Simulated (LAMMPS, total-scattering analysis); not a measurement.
# A molecular-dynamics model of ZnSe and its diffraction

The run below follows ZnSe down in temperature and asks what total scattering would show at each stop.

Method: classical molecular dynamics (LAMMPS) with the Stillinger-Weber II-VI potential (Zhou et al., Phys. Rev. B 88, 085309 (2013)). Composition: Zn 50.0, Se 50.0 atom %; 800 atoms.

## The run

The step of 1 fs has to resolve the fastest vibration, that of the lightest atoms and stiffest bonds. The random start is relaxed with capped moves and melted at fixed volume, so that it is forgotten as far as a few ps allow. The hottest part of the cooling also runs at fixed volume, because an open network can foam at zero pressure; below that the barostat finds the density.

The input, in.lmp:

```
# melt and quench of ZnSe
units metal
atom_style atomic
boundary p p p
region box block 0 26.5901 0 26.5901 0 26.5901
create_box 2 box
mass 1 65.3800   # Zn
mass 2 78.9710   # Se
create_atoms 1 random 400 2316 NULL overlap 2.06 maxtry 2000
create_atoms 2 random 400 2323 NULL overlap 2.06 maxtry 2000
pair_style sw
pair_coeff * * CdTeZnSeHgS0.sw Zn Se
neigh_modify delay 0 every 1 check yes
thermo_style custom step time temp pe press density
thermo_modify norm yes
timestep 0.001
thermo 100
minimize 1e-4 1e-4 200 2000
reset_timestep 0
velocity all create 2600 2317 mom yes dist gaussian
fix lim all nve/limit 0.05
fix lan all langevin 2600 2600 0.1 2318 zero yes
thermo 500
run 1000 post no
unfix lim
unfix lan
thermo 2666
fix md all nvt temp 2600 2600 0.1
run 8000 post no
unfix md
thermo 3200
fix md all nvt temp 2600 1800 0.1
run 16000 post no
unfix md
thermo 2500
fix md all nvt temp 1800 1800 0.1
run 5000 post no
unfix md
print "== production at 1800 K"
dump d all custom 400 s0.traj id type xu yu zu
dump_modify d sort id format float %.3f
thermo 200
fix md all nvt temp 1800 1800 0.1
run 8000 post no
unfix md
undump d
[... 1 more blocks of the same form, at 1200 K ...]
thermo 3600
fix md all npt temp 1200 300 0.1 iso 0 0 1
run 18000 post no
unfix md
thermo 2500
fix md all npt temp 300 300 0.1 iso 0 0 1
run 5000 post no
unfix md
print "== production at 300 K"
dump d all custom 400 s2.traj id type xu yu zu
dump_modify d sort id format float %.3f
thermo 200
fix md all npt temp 300 300 0.1 iso 0 0 1
run 8000 post no
unfix md
undump d
```

```console
$ lmp -in in.lmp -log none -nocite
```

```text
[a thinned log: between the lines shown up to 5 are left out unmarked, longer gaps are marked]
LAMMPS (22 Jul 2025 - Update 4)
Created orthogonal box = (0 0 0) to (26.5901 26.5901 26.5901)
Created 400 atoms
Created 400 atoms
   Step          Time           Temp          PotEng         Press         Density
         0   0              0              1.3814814      699826.47      5.0999854
       100   0.1            0             -2.097644       711.1667       5.0999854
       173   0.173          0             -2.1493369      3997.1382      5.0999854
Loop time of 0.285921 s on 1 MPI rank(s) for 173 steps with 800 atoms
Minimization stats:
  Stopping criterion = energy tolerance
  Energy initial, next-to-last, final =
      1.38148144369636  -2.14912867870378  -2.14933687132617
  Force two-norm initial, final = 479.83818 1.7878405
      1000   1              2593.046      -1.7789908      57705.534      5.0999854
[... 8 lines left out ...]
   Step          Time           Temp          PotEng         Press         Density
[... 8 lines left out ...]
   Step          Time           Temp          PotEng         Press         Density
== production at 1800 K (one thermo line in eight is kept)
     33200   33.2           1888.4325     -1.9760116      31737.268      5.0999854
[... 8 lines left out ...]
     40400   40.4           1597.028      -2.027532       25298.978      5.0999854
[... 8 lines left out ...]
     47600   47.6           1135.5001     -2.1567496      5123.3371      4.8229987
[... 7 lines left out ...]
== production at 1200 K (one thermo line in eight is kept)
   Step          Time           Temp          PotEng         Press         Density
[... 8 lines left out ...]
     60600   60.6           1172.9813     -2.1847154     -1262.7632      4.8369954
[... 8 lines left out ...]
     78600   78.6           308.70957     -2.3399539      461.25201      4.9096752
     83600   83.6           309.27606     -2.3389861     -611.94384      4.9084429
Loop time of 5.36387 s on 1 MPI rank(s) for 5000 steps with 800 atoms
== production at 300 K (one thermo line in eight is kept)
   Step          Time           Temp          PotEng         Press         Density
     83600   83.6           309.27606     -2.3389861     -611.94383      4.9084429
     85200   85.2           294.80752     -2.3402247     -1692.1331      4.9034441
     86800   86.8           297.61332     -2.3400603      1230.7334      4.9174842
     88400   88.4           301.79663     -2.3405836     -1106.7211      4.9032778
     90000   90             293.37562     -2.3397492     -197.39809      4.9130434
     91600   91.6           316.82205     -2.3399385     -2393.498       4.9016839
Loop time of 8.59806 s on 1 MPI rank(s) for 8000 steps with 800 atoms
```

Time and hardware: 100 s on 1 thread of Intel(R) Xeon(R) 6975P-C (Granite Rapids), on a shared host, peak memory 0.1 GiB.

## Analysis

S(Q) is the Faber–Ziman total, Σ ci cj fi fj (Sij − 1)/⟨f⟩² + 1. Below 4 Å⁻¹ the partials are summed on the cell's own reciprocal vectors (from 0.24 Å⁻¹) and folded with a Gaussian of σ = 0.07 Å⁻¹; above it they are transforms of g(r) out to 13.3 Å, tapered over the last 40 %. X-rays take neutral-atom form factors, neutrons coherent lengths (Zn 5.68, Se 7.97 fm). G(r) = 4πrρ₀[g(r) − 1] carries the resolution of a Lorch-windowed transform up to 25 Å⁻¹. The patterns are simulated, not measured. The potential was fitted to tetrahedral crystals; it favours four neighbours in the liquid and keeps the solid to temperatures at which the real compounds have long melted or sublimed. Each stop is averaged over 20 or 21 frames.

| T (K) | state | density (g/cm³) | first clear X-ray maximum (Å⁻¹) | its height (X-ray) | first clear neutron maximum (Å⁻¹) | its height (neutron) | Zn–Se (Å) | Se around Zn | Se–Se (Å) | held | D over the elements, rough (10⁻⁹ m²/s) |
| --- | --- | --- | --- | --- | --- | --- | --- | --- | --- | --- | --- |
| 1800 | liquid | 5.100 | 2.12 | 1.25 | 2.11 | 1.31 | 2.53 | 4.26 | 3.72 | volume, 3.2 GPa mean | 3 to 3.7 |
| 1200 | viscous | 4.825 | 1.98 | 1.32 | 1.98 | 1.40 | 2.52 | 3.88 | 4.08 | pressure | 0.24 to 0.28 |
| 300 | rigid | 4.914 | 1.95 | 1.42 | 1.96 | 1.54 | 2.50 | 3.88 | 4.07 | pressure | - |

X-ray S(Q):

```csv
Q (Å⁻¹),1800 K,1200 K,300 K
0.8,0.04,0.05,0.05
1.1,0.06,0.08,0.06
1.4,0.13,0.20,0.18
1.7,0.42,0.75,0.85
2.0,1.13,1.31,1.40
2.3,1.15,0.73,0.72
2.6,1.01,0.70,0.51
2.9,1.14,1.04,0.96
3.2,1.31,1.78,1.76
3.5,1.16,1.38,1.65
3.8,0.88,0.84,0.82
4.1,0.76,0.65,0.58
4.4,0.81,0.69,0.58
4.7,0.95,0.89,0.83
5.0,1.08,1.12,1.17
5.3,1.14,1.20,1.27
5.6,1.11,1.15,1.15
5.9,1.04,1.05,1.05
6.2,0.96,0.98,0.99
6.5,0.92,0.92,0.96
6.8,0.93,0.88,0.86
7.1,0.97,0.92,0.85
7.4,1.02,0.99,0.94
7.7,1.05,1.07,1.05
8.0,1.05,1.09,1.15
8.3,1.03,1.07,1.13
8.6,1.00,1.02,1.04
8.9,0.97,0.96,0.94
```

At 300 K the maxima of S(Q), Q in Å⁻¹ (height), are X-ray: 1.95 (1.42), 3.35 (1.91), 5.24 (1.28), 8.10 (1.16); neutron: 1.96 (1.54), 3.35 (1.90), 5.23 (1.27), 8.10 (1.16). Its shells:

| pair | first peak (Å) | g there | first minimum (Å) | g there | neighbours | X-ray weight (f = Z) | neutron weight |
| --- | --- | --- | --- | --- | --- | --- | --- |
| Zn–Se | 2.50 | 10.8 | 3.36 | 0.12 | 3.9 Se per Zn, 3.9 Zn per Se | 0.50 | 0.49 |
| Zn–Zn | 4.04 | 3.2 | 4.98 | 0.50 | 11.4 | 0.22 | 0.17 |
| Se–Se | 4.07 | 2.9 | 5.08 | 0.43 | 11.8 | 0.28 | 0.34 |

Bonded neighbours (only these pairs count: cutoffs Zn–Se 3.36 Å): Zn: 2 0.7 %, 3 18 %, 4 74 %, 5 7.2 %; Se: 2 0.7 %, 3 23 %, 4 64 %, 5 12 %. Se–Zn–Se peak at 110° and Zn–Se–Zn peak at 110°. These counts come from 4 frames.

The tapered transform alone would put 1.94 at the X-ray maximum of 3.35 Å⁻¹, where the reciprocal vectors give 1.91; the two routes agree.

**Reading.** From 1800 to 300 K the sample goes from a liquid to rigid on the time of the run; the hottest stop is held at the starting volume, and the last has 4.914 g/cm³. The first Zn–Se shell holds 3.9 Se at 2.50 Å. The first Se–Se shell holds 11.8 Se at 4.07 Å, with no empty gap behind it. In Bhatia–Thornton form S_CC/(c₁c₂) peaks at 2.00 Å⁻¹ with 3.71, the mark of chemical order: unlike neighbours are preferred. Unlike atoms are nearest: the pair functions peak at 2.50 Å (Zn–Se) and 4.07 Å (Se–Se). The ratio of these peaks, 1.63 (±0.04), compares with 1.73 for a triangle, 1.63 for a tetrahedron and 1.41 for an octahedron, and Zn has 3.9 anions. The quench is many orders of magnitude faster than melt spinning, so the glass is little relaxed, and a real sample of this composition would mostly crystallise.

[Logs are printed without paths, hosts, clocks, repeated set-up lines and the standing remarks that a program may print on its own settings, such as how far it seeks lower states.]
